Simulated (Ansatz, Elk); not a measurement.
**Bonding as seen by X-rays: CrRh2S4**

Structure refinements treat a crystal as free atoms side by side. For a made-up structure of CrRh2S4 (cell and positions from a PBE relaxation) the runs below show what the calculated density changes in F(hkl).

Method: DFT, PBE, all-electron APW+lo, Dirac cores, scalar-relativistic bands, static density, ferromagnetic start, in Elk 11.2.3 (patched build).

This account leaves out most program logs.

The structure was built from a prototype and need not be the compound's stable phase.

**1. Starting point**

It takes space group C2/m (No. 12, monoclinic). The conventional cell has a = 12.287 Å, b = 3.488 Å, c = 6.197 Å, α = 90.00°, β = 119.41°, γ = 90.00°. Rh has 6 S at 2.32 to 2.52 Å nearest. Cr has 6 S at 2.43 Å nearest. Nearest to S lie 3 Rh at 2.32 to 2.36 Å and 1 Cr at 2.43 Å. Nearest to S lie 2 Cr at 2.43 Å and 3 Rh at 2.46 to 2.52 Å. Farther neighbours and most contacts between anions are not listed.

**2. Ground state and structure factors**

An all-electron density is needed, since X-rays see the cores too. Task 0 finds the density and task 195 Fourier-transforms it; tshift is off so that phases refer to the origin typed.

Contents of elk.in:

```
tasks
  0
  195
  196

xctype
  20

spinpol
  .true.

rgkmax
  7.0

gmaxvr
  14.0

lmaxo
  7

lmaxapw
  8

swidth
  0.002

tshift
  .false.

ramdisk
  .false.

hmaxvr
  5.5

maxscl
  120

epspot
  1e-06

reducebf
  0.8

sppath
  './'

avec
  11.60943618250 -3.29570909896 0.07850119667
  11.60943618250 3.29570909896 0.07850119667
  -5.81976396887 0.00000000000 10.16307213455

atoms
  3
  'Rh.in'
  2
  0.2654728092 0.2654728092 0.2813574545   0.000000 0.000000 0.000000
  0.7345271908 0.7345271908 0.7186425455   0.000000 0.000000 0.000000
  'Cr.in'
  1
  0.0000000000 0.0000000000 -0.0000000000   0.000000 0.000000 -0.130000
  'S.in'
  4
  0.1290215333 0.1290215333 0.4477828262   0.000000 0.000000 0.000000
  0.8709784667 0.8709784667 0.5522171738   0.000000 0.000000 0.000000
  0.3697398563 0.3697398563 0.0293808612   0.000000 0.000000 0.000000
  0.6302601437 0.6302601437 0.9706191388   0.000000 0.000000 0.000000

ngridk
  6 6 4
```

On the command line:

```console
$ OMP_NUM_THREADS=4 elk
```

It took 17 min on 4 threads of Arm Neoverse V1, shared host; peak memory 0.62 GiB; 63 min of CPU time.

SFACRHO.OUT:

```text

h k l indices transformed by vhmat matrix:
   1.000000000       0.000000000       0.000000000    
   0.000000000       1.000000000       0.000000000    
   0.000000000       0.000000000       1.000000000    

      h      k      l  multipl.   |H|            Re(F)            Im(F)           |F|

      0      0      0      1   0.0000000       178.00000      0.16947877E-15   178.00000    
      0      0      1      2  0.61586625       6.5154720      0.13543273E-14   6.5154720    
      1      1      0      2  0.62126291      -64.229792      0.33858183E-13   64.229792    
      1      1     -1      2  0.62409297       25.706003     -0.40629820E-14   25.706003    
      0     -1      0      4   1.0025733       12.366920      0.12188946E-13   12.366920    
     -1     -1     -1      2   1.0681880       44.880264      0.94802912E-14   44.880264    
     -1     -1      2      2   1.0731258       68.012478      0.10834619E-13   68.012478    
      2      2     -1      2   1.0824177       32.803861     -0.58574657E-13   32.803861    
      1      0     -1      4   1.0938743       71.675520     -0.40629820E-14   71.675520    
      0      0      2      2   1.2317325      -9.4203909      0.54173093E-14   9.4203909    
      2      2      0      2   1.2425258       40.508383     -0.92771421E-13   40.508383    
     -2     -2      2      2   1.2481859      -91.903859      -0.0000000       91.903859    
      0     -1     -1      4   1.2539250      -90.661750     -0.13543273E-13   90.661750    
      2      1     -1      4   1.2620338      -12.959848      0.38598329E-13   12.959848    
      1      2      0      4   1.3330748       38.928210      0.12866110E-13   38.928210    
      0      1     -2      4   1.4651114      -8.9339314     -0.12188946E-13   8.9339314    
     -1     -2      2      4   1.4720574       23.348795     -0.35551092E-13   23.348795    
     -1     -1     -2      2   1.6293146       89.387578      0.21669237E-13   89.387578
```

Elk indexes on the primitive cell of elk.in and gives |H| = 4π sin θ/λ in inverse bohr. Below, one row stands for each form hkl of the conventional cell (m members, Friedel mates merged), F is for one primitive cell and the density is static (no thermal factor). Free-atom factors are Waasmaier and Kirfel's, and R is Σm||F|−|F'||/Σm|F|.

```tsv
hkl	m	sin θ/λ (Å⁻¹)	abs F, DFT	neutral atoms	diff.
001	2	0.093	6.516	6.560	-0.044
200	2	0.093	64.230	64.100	+0.129
2 0 -1	2	0.094	25.706	25.709	-0.003
110	4	0.151	12.367	12.569	-0.202
201	2	0.161	44.880	45.124	-0.244
2 0 -2	2	0.161	68.013	68.603	-0.590
4 0 -1	2	0.163	32.804	33.164	-0.360
1 1 -1	4	0.165	71.675	72.254	-0.579
002	2	0.185	9.420	9.719	-0.298
400	2	0.187	40.508	41.357	-0.848
4 0 -2	2	0.188	91.904	91.624	+0.280
111	4	0.189	90.662	90.326	+0.336
3 1 -1	4	0.190	12.960	13.302	-0.342
310	4	0.201	38.928	39.317	-0.389
```

**3. The magnetisation density**

The same run holds the spin density, and task 196 transforms it. The order is that of the start, and no other was tried.

SFACMAG_1.OUT:

```text

h k l indices transformed by vhmat matrix:
   1.000000000       0.000000000       0.000000000    
   0.000000000       1.000000000       0.000000000    
   0.000000000       0.000000000       1.000000000    

      h      k      l  multipl.   |H|            Re(F)            Im(F)           |F|

      0      0      0      1   0.0000000       3.0282123     -0.18196852E-17   3.0282123    
      0      0      1      2  0.61586625       2.4658242     -0.69435727E-17   2.4658242    
      1      1      0      2  0.62126291       2.4154958     -0.62822801E-17   2.4154958    
      1      1     -1      2  0.62409297       2.4853881     -0.69105081E-16   2.4853881    
      0     -1      0      4   1.0025733       2.0933442     -0.52076795E-16   2.0933442    
     -1     -1     -1      2   1.0681880       2.0803480      0.16201670E-16   2.0803480    
     -1     -1      2      2   1.0731258       2.1616651      0.11572621E-16   2.1616651    
      2      2     -1      2   1.0824177       2.0992353      0.56540520E-16   2.0992353    
      1      0     -1      4   1.0938743       2.0946844      0.21492011E-16   2.0946844    
      0      0      2      2   1.2317325       1.6807762     -0.12729883E-16   1.6807762    
      2      2      0      2   1.2425258       1.9852101      0.16532316E-16   1.9852101    
     -2     -2      2      2   1.2481859       1.7424096     -0.10068180E-15   1.7424096    
      0     -1     -1      4   1.2539250       1.7557848     -0.79520440E-16   1.7557848    
      2      1     -1      4   1.2620338       1.6630114      0.38024327E-16   1.6630114    
      1      2      0      4   1.3330748       1.7424875      0.90927738E-18   1.7424875    
      0      1     -2      4   1.4651114       1.5428542      0.13556499E-16   1.5428542
```

The total moment is 3.03 μB a cell; sphere moments: Rh1 +0.08, Rh2 +0.08, Cr3 +2.71, S4 -0.01, S5 -0.01, S6 -0.02, S7 -0.02 μB. Polarised neutrons measure spin and orbital magnetisation together; without spin-orbit coupling the run gives the spin part:

```tsv
hkl	sin θ/λ (Å⁻¹)	abs F_M (μB)
001	0.093	2.466
200	0.093	2.416
2 0 -1	0.094	2.485
110	0.151	2.093
201	0.161	2.080
2 0 -2	0.161	2.162
4 0 -1	0.163	2.099
1 1 -1	0.165	2.095
002	0.185	1.681
400	0.187	1.985
4 0 -2	0.188	1.742
111	0.189	1.756
3 1 -1	0.190	1.663
310	0.201	1.742
```

**4. The highest occupied states alone**

An energy window below the Fermi level keeps the highest occupied states, to see at which angles they scatter; shallow core shells can lie inside it and anion s states outside. No new self-consistency is needed.

Edit elk.in of step 2 so:

```diff
@@ -1,5 +1,3 @@
 tasks
-  0
   195
-  196
 
@@ -44,2 +42,5 @@
 
+wsfac
+  -0.149440 0.591560
+
 sppath
```

On the command line:

```console
$ OMP_NUM_THREADS=4 elk
```

Wall time 24 s (4 threads); peak memory 0.33 GiB.

States within 12 eV below the Fermi level hold 40.00 electrons; any levels below the window count with the cores. Their amplitudes can exceed the total, where window and core parts have opposite phase:

```tsv
hkl	sin θ/λ (Å⁻¹)	abs F, window	abs F, all
001	0.093	1.941	6.516
200	0.093	9.482	64.230
2 0 -1	0.094	4.919	25.706
110	0.151	2.234	12.367
201	0.161	5.941	44.880
2 0 -2	0.161	8.123	68.013
4 0 -1	0.163	4.555	32.804
1 1 -1	0.165	8.556	71.675
002	0.185	0.030	9.420
400	0.187	4.211	40.508
```

**5. Another functional**

The difference from free atoms is small, so it is set against the change that LDA (Perdew-Wang) makes.

Edit elk.in of step 4 so:

```diff
@@ -1,6 +1,8 @@
 tasks
+  0
   195
+  196
 
 xctype
-  20
+  3
 
@@ -42,5 +44,2 @@
 
-wsfac
-  -0.149440 0.591560
-
 sppath
```

On the command line:

```console
$ OMP_NUM_THREADS=4 elk
```

Wall time 8.4 min (4 threads); peak memory 0.35 GiB.

Against the first run R = 0.06 %; the largest change is -0.078 at 4 0 -2. The moment goes from 3.03 to 2.50 μB.

**6. Basis size**

The basis and the expansions that go with it are enlarged, to see whether the differences are converged.

Edit elk.in of step 5 so:

```diff
@@ -6,3 +6,3 @@
 xctype
-  3
+  20
 
@@ -12,12 +12,12 @@
 rgkmax
-  7.0
+  8.5
 
 gmaxvr
-  14.0
+  18.0
 
 lmaxo
-  7
+  9
 
 lmaxapw
-  8
+  10
```

On the command line:

```console
$ OMP_NUM_THREADS=4 elk
```

It took 8 min on 4 threads; peak memory 1.1 GiB.

The run was cut off at its time limit.

**7. With a Hubbard U**

A Hubbard U is put on the d shell, to see how far it moves the factors.

Edit elk.in of step 6 so:

```diff
@@ -12,12 +12,12 @@
 rgkmax
-  8.5
+  7.0
 
 gmaxvr
-  18.0
+  14.0
 
 lmaxo
-  9
+  7
 
 lmaxapw
-  10
+  8
 
@@ -70 +70,5 @@
   6 6 4
+
+dft+u
+  1 1
+  2 2 0.128623 0.000000
```

On the command line:

```console
$ OMP_NUM_THREADS=4 elk
```

Run time: 4.8 min. Hardware: 4 threads; peak memory 0.61 GiB.

The run was cut off at its time limit.

**8. Settings against the effect**

```tsv
run	R against the first run (%)	R against neutral atoms, low angle (%)	wall time
PBE, rgkmax 7	0.00	0.72	17 min
LDA (Perdew-Wang)	0.06	0.73	8.4 min
```

**9. Results**

```
R against neutral atoms, sin θ/λ < 0.3 Å⁻¹ : 0.72 %
R against neutral atoms, 0.3 to 0.50 Å⁻¹   : 0.43 %
```

What this shows: Independent neutral atoms miss the calculated amplitudes by R = 0.72 % below 0.3 Å⁻¹ and 0.43 % from there to 0.50 Å⁻¹; by shells, 0.18 % below 0.15 Å⁻¹ (3 forms), 0.75 % 0.15 to 0.3 (31 forms), 0.49 % 0.3 to 0.45 (78 forms), 0.32 % above 0.45 (37 forms). Bonding, aspherical density and the tables' own atoms all enter these figures, and the runs don't part them. The largest change of an amplitude is -0.85 electrons, at 400. The magnetic order is that of the start. No other order was tried here, and an antiferromagnetic one would change or move the magnetic intensity. The window's part falls from 40.0 electrons at the origin to at most 0.75 between 0.45 and 0.50 Å⁻¹. Below 0.3 Å⁻¹ the changes that finished (LDA (Perdew-Wang)) move F by R = 0.05 % at most, against the 0.72 % that separates it from free atoms. The magnetic factors move by R = 12.1 % (LDA (Perdew-Wang)), so they aren't settled to better than that. The basis has no finished test. The k-mesh has no finished test. Part of the difference isn't bonding: the tables are fits to free atoms and ions calculated by other methods than this functional. Thermal motion, anomalous dispersion and extinction are left out.

[Logs are printed without paths, hosts, clocks, repeated set-up lines and the standing remarks that a program may print on its own settings, such as how far it seeks lower states.]

[Hosts, paths, dates, database ids (printed as entryN), source tags and the programs' standing remarks are cut or masked in the printed files.]
